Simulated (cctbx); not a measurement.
# Which space group?

Cell: a = 11.6080 Å, b = 7.7800 Å, c = 7.4290 Å, α = 90.00°, β = 90.00°, γ = 90.00°. Expected content of the cell: Er8 Sn4 S20.

Simulated single-crystal data (cctbx): synchrotron X-rays, λ = 0.7749 Å, to d = 0.65 Å, 80 % of the full sphere, strongest reflection 20000 counts, noise from counting, a 1.5 % proportional error and a noise floor of 8 counts (s.d.); no absorption.

A first pass over the reflections prints:

```text
8153 reflections to d = 0.650 A
centring   violations  <I/sigma> of those
    A       2466 of  4069     10.8
    B       2845 of  4115     12.3
    C       2715 of  4070     11.9
    I       2158 of  4078      9.8
    R       3452 of  5413     11.5
    F       4013 of  6127     11.7
Laue class    unique    Rint  (classes that these axes allow; Friedel mates merged)
P -1             4913   0.025
P 1 2/m 1        2712   0.030
P 1 1 2/m        2716   0.030
P 2/m 1 1        2667   0.030
P m m m          1505   0.033
space group    extra absences  I>4sigma  <I/sigma>
P 2 2 2                 0          0         -  acentric
P 2 2 21               11          0      -0.2  acentric
P 21 2 2               14          0      -0.3  acentric
P 2 21 2               10          0       0.2  acentric
P 21 21 2              24          0      -0.1  acentric
P 2 21 21              21          0      -0.0  acentric
P 21 2 21              25          0      -0.2  acentric
P 21 21 21             35          0      -0.1  acentric
P m m 2                 0          0         -  acentric
P 2 m m                 0          0         -  acentric
P m 2 m                 0          0         -  acentric
P 21 m a              274          0       0.1  acentric
P m 2 a               274          0       0.1  acentric
P n m 21              178          0       0.0  acentric
P n 21 m              178          0       0.0  acentric
P n 21 a              452          0       0.1  acentric
P m m m                 0          0         -  centric
P m m a               274          0       0.1  centric
P n m m :1            178          0       0.0  centric
P n m m :2            178          0       0.0  centric
P n m a               452          0       0.1  centric
Wilson B = 0.48 A^2   <|E^2-1|> = 0.993 (0.968 centric, 0.736 acentric)   E^2>4: 5.0 %
shell (A)         n   <I/sigma>
11.61 - 1.30    216     31.9
 1.30 - 1.03    199     30.7
 1.03 - 0.90    182     25.7
 0.90 - 0.82    182     23.6
 0.82 - 0.76    184     23.3
 0.76 - 0.72    180     21.1
 0.72 - 0.68    182     19.2
 0.68 - 0.65    180     19.8
```

**Question.** What are the lattice type, the Laue class and the likely space group?

Every centring test has many violations, so the lattice is primitive.

Rint stays low (0.025 to 0.033) up to P m m m, the highest class in these axes.

21 settings pass the absence test. The most absences obeyed, 452, belong to P n 21 a and P n m a, which absences can't tell apart.

⟨|E²−1|⟩ = 0.993 leans to a centrosymmetric structure. The Wilson B of 0.48 Å² means U ≈ 0.0061 Å².

The true group is Pnma (no. 62), Laue class mmm, centrosymmetric. The tables only narrow the choice to the tied entries; cell content, site symmetry and trial solutions must settle it.

The model is made up (kin elements in a known structure type, no relaxation), so it says nothing on whether the phase exists.

[Logs are printed without paths, hosts, clocks, repeated set-up lines and the standing remarks that a program may print on its own settings, such as how far it seeks lower states.]
